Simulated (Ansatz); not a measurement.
# Lattice dynamics of ThPb3 (Pm-3m), part 2 of 2

How does ThPb3 (Pm-3m) vibrate, and is this structure a minimum?

Ansatz 0.2.0; DFT PBEsol, scalar-relativistic, plane waves, PAW.

So far. Step 3 (Relaxing to small forces for the phonons): The forces vanish by symmetry. The volume is held at 28.61 Å³/atom, so a pressure of -0.78 GPa remains at this level. Step 4 (Modes at Γ): Before it was imposed, the acoustic sum rule was missed by 9.6e-5 eV/Å². Small misses are needed for a sound result but don't prove that mesh and cutoff are converged. The lowest optical mode is real, 70.1 cm⁻¹.

**5. Response at finite wavevector**

Stability and thermal properties need the whole zone. Linear response on a 2×2×2 q mesh gives force constants as far as a supercell of that size would.

input.yaml

```yaml
crystal:
  lattice:
    - [4.855, 0.0, 0.0]
    - [0.0, 4.855, 0.0]
    - [0.0, 0.0, 4.855]
  atoms:
    - { symbol: Th, position: [0.0, 0.0, 0.0] }
    - { symbol: Pb, position: [0.0, 0.5, 0.5] }
    - { symbol: Pb, position: [0.5, 0.0, 0.5] }
    - { symbol: Pb, position: [0.5, 0.5, 0.0] }
kpoints:
  mp_grid: { grid: [10, 10, 10] }
hamiltonian:
  xc: pbesol
scf:
  occupations: { method: methfessel_paxton, width: 0.2 }
output:
  eigenvalues: true
phonons:
  method: dfpt
  qmesh: [2, 2, 2]
  temperatures: { t_max: 400, t_step: 50 }
  qpath:
    path:
      - [[0.0, 0.0, 0.0], [0.0, 0.5, 0.0], [0.5, 0.5, 0.0], [0.0, 0.0, 0.0], [0.5, 0.5, 0.5], [0.0, 0.5, 0.0]]
      - [[0.5, 0.5, 0.5], [0.5, 0.5, 0.0]]
    npoints: 10
```

On the command line:

```bash
ansatz run input.yaml --threads 4 --pin off --max-ram 16384MiB --backend cpu --events-out ev --progress --plain --runs-dir out
```

Numbers of over 12 decimals in the logs are rounded to 6 here.

Log:

```text
[...]
Crystal: 4 atoms, lattice volume = 114.437 Å³
Basis set: ecut = 420 eV, 2205 PW (Γ), exchange–correlation on 72×72×72 points (8 copies of the dense FFT grid, shifted against one another)
Bands: 33, of which v1, the nominal top of the filled ones, is band 27 counted from 1 (26 counted from 0)
Symmetry: 48 space group operations
k-points: 56 of 1000
[...]
SCF iter   1: F=—  HF=-48322.053322 eV  |F-HF|=—  |Δ(HF+E_count)|=         —  Δρ=5.10e-3  dr2=7.54e-2  ethr=1.77e-3  ⟨swp⟩=5.2  Hψ=7118  notcnv=0
[...]
SCF iter  10: F=-48322.041373 eV  HF=-48322.041373 eV  |F-HF|=0.00e0  |Δ(HF+E_count)|=  7.28e-12  S|Δr|=    0.00e0  Δρ=5.50e-8  dr2=3.33e-12  ethr=1.00e-12  ⟨swp⟩=9.9  Hψ=10238  notcnv=0
SCF 1 converged in 10 iterations: F = -48322.041373 eV  dr2 = 3.33e-12
[...]
iter 1 solved again at ethr=3.31e-7 eV; its pass at ethr=3.10e-3 eV (dr2=1.79e-4 eV) is discarded
SCF iter   1: F=—  HF=-48322.041371 eV  |F-HF|=—  |Δ(HF+E_count)|=         —  Δρ=8.64e-7  dr2=1.98e-9  ethr=3.31e-7  ⟨swp⟩=4.2  Hψ=13350  notcnv=0
eigensolver tolerance schedule: the retry pair's looser diagonalisation over-reported the residual by 90399.55 of it (diagonalisation noise at an unbounded share of the residual, at the tolerance the schedule requests for it); recorded, not acted on — ethr = c·dr2/N_el stays at c = 1.0e-1
[...]
SCF iter   2: F=—  HF=-48322.041373 eV  |F-HF|=—  |Δ(HF+E_count)|=   1.38e-6  S|Δr|=    0.00e0  Δρ=4.18e-7  dr2=5.32e-10  ethr=3.66e-12  ⟨swp⟩=4.5  Hψ=5608  notcnv=0
[...]
SCF iter   6: F=-48322.041373 eV  HF=-48322.041373 eV  |F-HF|=7.28e-12  |Δ(HF+E_count)|=  7.28e-12  S|Δr|=    0.00e0  Δρ=5.01e-8  dr2=7.06e-12  ethr=1.00e-12  ⟨swp⟩=3.7  Hψ=3722  notcnv=0
SCF 2 converged in 6 iterations: F = -48322.041373 eV  dr2 = 7.06e-12
phonons: the bands overlap, so this run is a metal and interpolates without the dipole-dipole term. If the crystal is really an insulator or semiconductor, its LO-TO splitting is missing
NSCF: frozen V_eff on 56 k-points
WARN: eigensolver did not converge in 2 slots of this pass, the one above among them; of largest residual over every band (k=11): 1 band(s) unlocked (lowest unlocked band 32, counted from 0; max residual 2.28e-4 eV among the unlocked bands, 2.28e-4 eV over every band); of lowest unlocked band (k=11): band 32
[...]
DFPT response loops at q = (0, 0, 0) (fractional): preconditioner auto → Kerker (q_TF=auto, 2.407 Å⁻¹) (partly filled bands, converged f_vac=0.000); β = 1.00, the filter's whole step (`scf.mixing.beta` (0.50) is not read by the response loops under this deck's `scf.mixing.preconditioner`; to damp them name `kerker` or `kerker_dos`, under which they read `scf.mixing.beta`, and type it under 1.00, their step now; both keys bind the ground state too); Broyden in place of MSR1
[...]
SCF converged after 10 iterations
[...]
Free energy (F): -48322.041373 eV
[...]
Internal energy: -48322.038980 eV  (E = F + TS)
E sigma→0 (E₀):  -48322.040775 eV
Entropy (-TS):   -0.002393 eV (-0.598 meV/atom)
Fermi energy:    13.311459 eV
[...]
--- Band table (eV; the first three rows and the last of 56) ---
  k-point 0: bands = [... 23 lower, 10.7550, 10.7550, 13.5504, 13.5504, 13.5504, 14.6049, 14.6049, 14.7094, ... 2 higher]
  k-point 1: bands = [... 23 lower, 10.7518, 10.8584, 13.0912, 13.3863, 13.3863, 14.6577, 14.7129, 14.8336, ... 2 higher]
  k-point 2: bands = [... 23 lower, 10.7287, 11.1595, 12.3524, 13.1415, 13.1415, 14.7090, 14.7226, 14.9040, ... 2 higher]
  k-point 55: bands = [... 23 lower, 10.6314, 10.6314, 10.6314, 14.6691, 14.6691, 14.6691, 14.7648, 14.8929, ... 2 higher]
--- Phonons (Γ-DFPT): 3 representative perturbations + reference (Σ response iterations 9) ---
  ASR residual: 8.693e-5 → 0.000e0 eV/Å²; symmetrization residual: 2.533e-5 eV/Å²
  ASR residual per site (eV/Å²): 7.37e-5 8.69e-5 8.69e-5 8.69e-5
[...]
--- Phonons (arbitrary-q DFPT): 4 irreducible q on the 2×2×2 mesh ---
  q = [0.0000, 0.0000, 0.0000] (star 1, of the zone-centre solve; hermiticity 9.34e-6, symmetrization 6.03e-12): -0.00 0.00 0.00 70.07 70.07 70.07 75.56 75.56 75.56 107.10 107.10 107.10
  q = [0.0000, 0.0000, -0.5000] (star 3, 7 solved perturbations in 1332 linear systems a pass and spin channel, the states on 216 of 1000 k-point pairs; hermiticity 1.69e-5, symmetrization 6.70e-12): 43.08 43.08 50.37 50.37 54.88 71.75 73.32 80.99 85.32 85.32 91.94 91.94
[...]
sum rule: each row above includes the acoustic sum rule's correction from the zone centre's row sums; it moved no ω² by more than (0.34 cm⁻¹)²
  mesh force constants: q→R imaginary residual 2.33e-17; ASR residual 8.693e-5 → 0.000e0 eV/Å²; symmetrization residual 2.363e-15 eV/Å²
  interpolated dispersion: 62 rows × 12 modes
  density of states and harmonic sums: on the 14×14×14 q-mesh, interpolated from the force constants of a 2×2×2 supercell (no non-analytic term)
  largest difference from the sums on the solved wave vectors: F 3.92e-2 eV, S 1.30e-4 and C_V 3.22e-5 eV/K
  zero-point energy: 0.050087 eV/cell   skipped modes (ω ≤ 0): 3   left out of the sums: 9.11e-5 of the cell's modes: C_V's classical limit lies that fraction below 3 k_B per atom; for a crystal, a wire or a layer, F and S can be off by more, and a phonons.interpolated_qmesh denser along its periods is the remedy for the sampling
```

Wall time 7.5 min (4 threads of Arm Neoverse V1, shared host); peak memory 2.4 GiB.

This step gave:

| Property | Result |
| --- | --- |
| sum-rule residual before enforcement | 8.69e-5 eV/Å² |
| lowest frequency on the path | 0 cm⁻¹ |
| highest frequency on the path or at a solved wavevector | 108.1 cm⁻¹ |
| mean frequency | 67.3 cm⁻¹ |
| Debye temperature (second moment) | 132 K |
| logarithmic mean frequency | 62.3 cm⁻¹ |
| lowest mode on the q mesh (acoustic modes at Γ apart) | 34.26 cm⁻¹ |
| zero-point energy per atom | 12.52 meV |
| heat capacity at 300 K | 24.7 J/(mol atoms K) |
| vibrational entropy at 300 K | 55.19 J/(mol atoms K) |

Frequencies (cm⁻¹) solved at each irreducible wavevector; negative means imaginary. Frequencies by wavevector, by row:

```csv
q in reciprocal lattice units,star,mode 1,mode 2,mode 3,mode 4,mode 10,mode 11,mode 12
0 0 0,1,0,0,0,70.1,107.1,107.1,107.1
0 0 -0.5,3,43.1,43.1,50.4,50.4,85.3,91.9,91.9
0 -0.5 -0.5,3,34.3,34.3,40.7,48.6,90,97.7,97.7
-0.5 -0.5 -0.5,1,41.5,41.5,41.5,47.2,108,108,108
```

Interpolated from a 2×2×2 q mesh. Phonon branches along the path, in cm⁻¹:

```csv
point,branch 1,branch 2,branch 3,branch 4,branch 9,branch 10,branch 11,branch 12
Γ,0,0,0,70,76,107,107,107
halfway,24,24,38,65,78,98,101,101
X,43,43,50,50,85,85,92,92
halfway,37,37,45,52,84,86,92,95
M,34,34,41,49,83,90,98,98
halfway,14,32,56,58,84,94,95,100
Γ,0,0,0,70,76,107,107,107
halfway,25,25,56,56,73,92,101,101
R,42,42,42,47,86,108,108,108
halfway,34,39,46,52,83,93,99,101
X,43,43,50,50,85,85,92,92
jump to R,42,42,42,47,86,108,108,108
halfway,39,39,44,45,86,100,104,104
M,34,34,41,49,83,90,98,98
```

The phonon density of states has structure finer than the step of the table below, so its rows give means over 2.5 cm⁻¹, whole bins alone (the curve runs from 0.5 to 108 cm⁻¹). Peaks (cm⁻¹: height): 47.50: 0.206, 57.50: 0.198, 63.50: 0.206, 66.50: 0.198, 76.50: 0.231, 82.50: 0.195, 98.50: 0.260.

Tetrahedra on a 14×14×14 mesh, mean over bins of 1 cm-1. Interpolated from a 2×2×2 q mesh. Phonon density of states against wavenumber; means over each step:

```csv
wavenumber (cm⁻¹),phonon density of states (1/cm⁻¹/cell)
2.5,3.9e-4
5.0,0.00213
7.5,0.00566
10.0,0.0111
12.5,0.0154
15.0,0.0209
17.5,0.0262
20.0,0.0313
22.5,0.0387
25.0,0.0461
27.5,0.0560
30.0,0.0711
32.5,0.0999
35.0,0.141
37.5,0.154
40.0,0.0866
42.5,0.0372
45.0,0.0882
47.5,0.167
50.0,0.134
52.5,0.155
55.0,0.164
57.5,0.190
60.0,0.170
62.5,0.188
65.0,0.182
67.5,0.177
70.0,0.173
72.5,0.147
75.0,0.178
77.5,0.189
80.0,0.143
82.5,0.171
85.0,0.130
87.5,0.0825
90.0,0.130
92.5,0.143
95.0,0.161
97.5,0.235
100.0,0.235
102.5,0.134
105.0,0.0704
```

The partial phonon density of states has structure finer than the step of the table below, so its rows give means over 5 cm⁻¹, whole bins alone (the curve runs from -10 to 121 cm⁻¹). Peaks (cm⁻¹: height): Pb 36.1: 0.0611, 76.4: 0.169, 98.6: 0.144; Th 36.9: 0.0749, 47.6: 0.0597, 99.4: 0.0767.

Phonopy on the run's constants, 11x11x11 mesh, Gaussian sigma 2.0 cm-1. Interpolated from a 2×2×2 q mesh. Partial phonon density of states against wavenumber; means over each step; values in 1/cm⁻¹/cell:

```csv
wavenumber (cm⁻¹),Pb,Th
-5,3.6e-5,1.2e-5
0,5.3e-4,2.1e-4
5,0.00207,9.1e-4
10,0.00818,0.00398
15,0.0133,0.00767
20,0.0192,0.0122
25,0.0283,0.0211
30,0.0376,0.0345
35,0.0577,0.0675
40,0.0450,0.0518
45,0.0572,0.0447
50,0.0940,0.0458
55,0.129,0.0405
60,0.153,0.0268
65,0.159,0.0236
70,0.153,0.0142
75,0.160,0.00994
80,0.147,0.0140
85,0.119,0.0119
90,0.109,0.0163
95,0.124,0.0489
100,0.127,0.0697
105,0.0491,0.0301
110,0.00506,0.00337
115,2.5e-5,1.8e-5
```

Harmonic thermodynamic functions per atom, from the density of states. Interpolated from a 2×2×2 q mesh. Thermodynamic functions, by row:

```csv
T (K),F_vib (meV/atom),S (J/mol-atom/K),C_V (J/mol-atom/K)
0,12.52,0,0
50,9.71,14.22,18.18
100,-1.71,28.72,22.9
200,-40.93,45.23,24.41
300,-93.3,55.19,24.7
400,-154.4,62.31,24.8
```

Harmonic mean-square displacement, third of the trace. Interpolated from a 2×2×2 q mesh. Mean square displacements, by row:

```csv
T (K),Th1 U_eq (Å²),Pb2 U_eq (Å²),Pb3 U_eq (Å²),Pb4 U_eq (Å²)
0,0.00154,0.00138,0.00138,0.00138
100,0.00668,0.00498,0.00498,0.00498
300,0.0196,0.01442,0.01442,0.01442
600,0.0391,0.02874,0.02874,0.02874
```

Symmetry leaves 4 wavevectors to solve. The lowest mode among them, the acoustic zeros apart, lies at q = (0, -0.5, -0.5) and is real, 34.3 cm⁻¹.

**6. Results**

| Property | Result |
| --- | --- |
| space group (within 0.01 Å) | Pm-3m |
| volume per atom | 28.6 Å³ |
| electronic character | no gap on this mesh |
| highest optical mode at the zone centre (no LO-TO term) | 107 cm⁻¹ |
| lowest optical zone-centre mode | 70.1 cm⁻¹ |
| lowest mode on the q mesh (acoustic modes at Γ apart) | 34.3 cm⁻¹ |
| highest frequency on the path or at a solved wavevector | 108 cm⁻¹ |
| zero-point energy per atom | 12.5 meV |
| heat capacity at 300 K | 24.7 J/(mol atoms K) |
| vibrational entropy at 300 K | 55.2 J/(mol atoms K) |
| Debye temperature (second moment) | 132 K |
| imaginary modes on the 2×2×2 q mesh | none |

**Reading.** The structure is a minimum as far as tested: no mode is imaginary at the 4 irreducible wavevectors of the 2×2×2 mesh, and the softest away from the acoustic zeros lies at 34 cm⁻¹. The optical modes at Γ span 70 to 107 cm⁻¹. The volume was held at that of the database entry and not relaxed, so the modes belong to a cell under -0.78 GPa at this level. With no gap, or one that is small against the smearing, the frequencies hang on the k mesh and the smearing, most of all near Kohn anomalies. Spin-orbit coupling is left out, which can matter for the heavy elements here. A phonon run warned that its eigensolver left some bands unconverged in a pass. These are harmonic frequencies at zero temperature: anharmonic shifts, linewidths and thermal expansion are left out.

[Logs are printed without paths, hosts, clocks, repeated set-up lines and the standing remarks that a program may print on its own settings, such as how far it seeks lower states.]

[Hosts, paths, dates, database ids (printed as entryN), source tags and the programs' standing remarks are cut or masked in the printed files.]
